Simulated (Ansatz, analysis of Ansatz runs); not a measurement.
# Na-H pair in ZnO: local vibrational mode, PBE, part 2 of 2

Aim: the local vibrational mode of the Na-H pair in ZnO, to be set beside the measurement. Set-up: PBE, 72-site cell, PBE lattice, 420 eV, k: the single point 1/4 1/4 1/4, symmetric start. The model is a cell of 72 host atoms with Na put on another atom's site and H put in between. The frequencies come from force constants among the defect atom and its neighbours, with the masses of the isotopes named. Another start tests whether the structure found is the lowest.

Ansatz 0.2.0; PBE, 72-site cell, PBE lattice, 420 eV, k: the single point 1/4 1/4 1/4, symmetric start.

So far: Starting point; Relaxation, charge 0.

## (2) Relaxation, charge 0 (continued)

Level of this step: plane-wave PAW DFT, PBE; relaxation of all atoms of a defect supercell (Ansatz).

Relaxation path:

| step | energy less that of the first step (eV) | largest force component (eV/Å) |
| --- | --- | --- |
| 1 | 0.0000 | 2.5017 |
| 2 | -1.1446 | 1.7876 |
| 3 | -1.7390 | 0.1666 |
| 4 | -1.7585 | 0.0500 |
| 5 | -1.7591 | 0.0082 |
| 6 | -1.7591 | 0.0082 |

The atoms that moved most (Å):

| atom | dx | dy | dz | length |
| --- | --- | --- | --- | --- |
| O39 | -0.002 | 0.001 | 0.356 | 0.356 |
| H73 | -0.002 | 0.000 | 0.330 | 0.330 |
| Zn37 | -0.187 | 0.108 | 0.014 | 0.216 |
| Zn29 | -0.003 | -0.211 | 0.013 | 0.211 |
| Zn61 | 0.181 | 0.108 | 0.013 | 0.211 |
| O28 | 0.002 | -0.153 | -0.028 | 0.156 |
| O60 | 0.134 | 0.074 | -0.028 | 0.155 |
| O36 | -0.127 | 0.074 | -0.029 | 0.150 |

The atoms nearest to the centre after the run:

| atom | distance (Å) |
| --- | --- |
| O39 | 0.856 |
| Na38 | 1.417 |
| H73 | 1.836 |
| Zn61 | 2.399 |
| Zn29 | 2.400 |
| Zn37 | 2.404 |
| O36 | 2.983 |
| O60 | 2.986 |
| O28 | 2.987 |

Neighbours of the added atoms: H73: O39 0.98, Zn34 2.09, Zn29 2.21 Å.

This step gave:

```yaml
free_energy: -138110.1046 eV
```

The relaxation ends 24 meV an atom lower, with a largest force component of 0.0082 eV/Å.

## (3) Local vibrational modes

A local mode lives on the defect and the atoms next to it, so only the sites listed in the input are displaced, which costs far fewer SCF runs than the whole cell would.

This step: plane-wave PAW DFT, PBE; finite-displacement force constants among the atoms nearest to a defect, the others at rest.

The input, modes/input.yaml:

```yaml
crystal:
  lattice:
    - [9.83855992, 0.0, 0.0]
    - [-4.91927996, 8.52044283, 0.0]
    - [0.0, 0.0, 10.58650209]
  atoms:
    - { symbol: Zn, position: [0.110993433, 0.222517378, 0.24900094] }
    - { symbol: Zn, position: [0.221652237, 0.110744401, 2.1555e-05] }
[... 25 atom lines left out ...]
    - { symbol: O, position: [0.435675883, 0.204236224, 0.436836805] }
    - { symbol: Zn, position: [0.431777401, 0.197455337, 0.751212233] }
[... 1 atom line left out ...]
    - { symbol: O, position: [0.557362767, 0.110264008, 0.687548259] }
[... 4 atom lines left out ...]
    - { symbol: O, position: [0.435816818, 0.564184518, 0.436783022] }
    - { symbol: Zn, position: [0.431811438, 0.568265134, 0.751311797] }
    - { symbol: Na, position: [0.555647811, 0.444307652, 0.508465279] }
    - { symbol: O, position: [0.555434468, 0.444565589, 0.723132176] }
[... 20 atom lines left out ...]
    - { symbol: O, position: [0.795732251, 0.564233711, 0.436902612] }
    - { symbol: Zn, position: [0.802478203, 0.568180082, 0.751248342] }
[... 1 atom line left out ...]
    - { symbol: O, position: [0.889727766, 0.442597525, 0.687567049] }
[... 7 atom lines left out ...]
    - { symbol: O, position: [0.889811755, 0.780901108, 0.687693106] }
[... 1 atom line left out ...]
    - { symbol: H, position: [0.555355474, 0.444450199, 0.815754482] }
basis:
  ecutwfc: 420
  xc_grid: 2
hamiltonian:
  xc: pbe
kpoints:
  mp_grid: { grid: [1, 1, 1], shift: [0.25, 0.25, 0.25] }
scf:
  occupations: { method: fermi_dirac, width: 0.01 }
  max_iter: 120
output: {}
checkpoint:
  read: "../relax.run"
phonons:
  supercell: [1, 1, 1]
  displaced_sites: [28, 33, 38, 60, 72]
```

Launch:

```console
> ansatz run input.yaml --threads 4 --pin off --max-ram 7536MiB --backend cpu --events-out ev --progress --plain --runs-dir out
```

Numbers of over 12 decimals in the logs are rounded to 6 here.

What it wrote:

```text
[...]
Crystal: 73 atoms, lattice volume = 887.455 Å³
Basis set: ecut = 420 eV, 17351 PW (Γ), exchange–correlation on 144×144×144 points (8 copies of the dense FFT grid, shifted against one another)
Bands: 396, of which v1, the nominal top of the filled ones, is band 323 counted from 1 (322 counted from 0)
Symmetry: 1 space group operations
k-points: 1
[...]
SCF iter   6: F=-138110.104576 eV  HF=-138110.104576 eV  |F-HF|=5.82e-11  |Δ(HF+E_count)|=  8.73e-11  Δρ=4.29e-8  dr2=1.56e-11  ethr=1.00e-12  ⟨swp⟩=4.0  Hψ=1620  notcnv=0
SCF 1 converged in 6 iterations: F = -138110.104576 eV  dr2 = 1.56e-11
[...]
SCF 2 converged in 11 iterations: F = -138110.104534 eV  dr2 = 5.19e-12
[...]
SCF 3 converged in 10 iterations: F = -138110.104535 eV  dr2 = 1.34e-12
[...]
symmetry images taken by strict's conditions (phonons.symmetry_images: auto; settled by no image being taken that strict refuses)
  force constants formed among 5 of 73 sites (Zn 28, Zn 33, O 38, Zn 60, H 72); the other 68 at rest. The modes move the named sites alone.
  the frequencies, the zero-point energy and the sums are of the block with the acoustic sum rule laid on its rows. Row sums over every site: 4.7e-3 eV/Å² at the most
  transpose residual: 1.9e-4 eV/Å²
  largest component of a force at the reference: 7.5e-3 eV/Å on a named site, 8.2e-3 eV/Å on a site at rest
  frequencies among the named sites at Γ of the cell (cm⁻¹): 110.52 156.65 168.11 174.98 186.06 202.04 232.03 236.95 240.03 331.18 333.24 341.31 725.25 739.99 3490.07
  unstable modes among the named sites: 0
  frequencies as built, with no sum rule (cm⁻¹): 110.52 156.64 168.11 174.98 186.06 202.04 232.03 236.95 240.04 331.19 333.25 341.41 725.23 739.97 3490.07
  zero-point energy: 0.475382 eV/cell   skipped modes (ω ≤ 0): 0
  not written: the harmonic force-constant file, the file of eigenvectors (these modes' are written with the force constants), the density of states and the dispersion, which are of every site
[key lines of the parts left out:]
SCF converged after 6 iterations
Free energy (F): -138110.104576 eV
Fermi energy:    7.714180 eV
```

Run time: 17 min. Hardware: 4 threads of Arm Neoverse V1, shared host; peak memory 2.2 GiB.

Reading the cycles: dr2 is the Hartree energy of the density residual (eV), the measure of convergence; HF is the Harris–Foulkes estimate of the energy, which meets the free energy F at convergence.

Read from the output:

```yaml
free_energy: -138110.1046 eV
```

The modes with the largest weight on the probed atoms (the light atom of a pair), for the masses of each isotope. Modes of the displaced atoms (local only where they lie over the host's phonons):

| isotopes | mode (cm⁻¹) | share of the defect atoms |
| --- | --- | --- |
| H | 3490 | 0.943 |
| H | 740.1 | 0.964 |
| H | 725.3 | 0.978 |
| D | 2539 | 0.891 |
| D | 533.3 | 0.922 |
| D | 519.5 | 0.942 |

## (4) Outcome

| Property | Result |
| --- | --- |
| distance from the defect atom to its nearest neighbour | 0.981 Å |
| O-H stretch, 1H | 3490 cm⁻¹ |
| time of the whole chain | 19 min on 4 threads |

In words: O-H stretch, 1H: computed 3490 cm⁻¹, measured 3304 cm⁻¹; 186 cm⁻¹ (6 %) above the measurement. The computed value is harmonic, while the measured line is the anharmonic fundamental, which for X–H stretches usually lies a few per cent lower. Only the named neighbours move, so modes near the host's band are approximate.

[Logs are printed without paths, hosts, clocks, repeated set-up lines and the standing remarks that a program may print on its own settings, such as how far it seeks lower states.]

[Hosts, paths, dates, database ids (printed as entryN), source tags and the programs' standing remarks are cut or masked in the printed files.]

[For some hosts the program warned that the k-mesh of the response run may be too coarse for force constants and the static dielectric constant; such warnings are not shown here.]
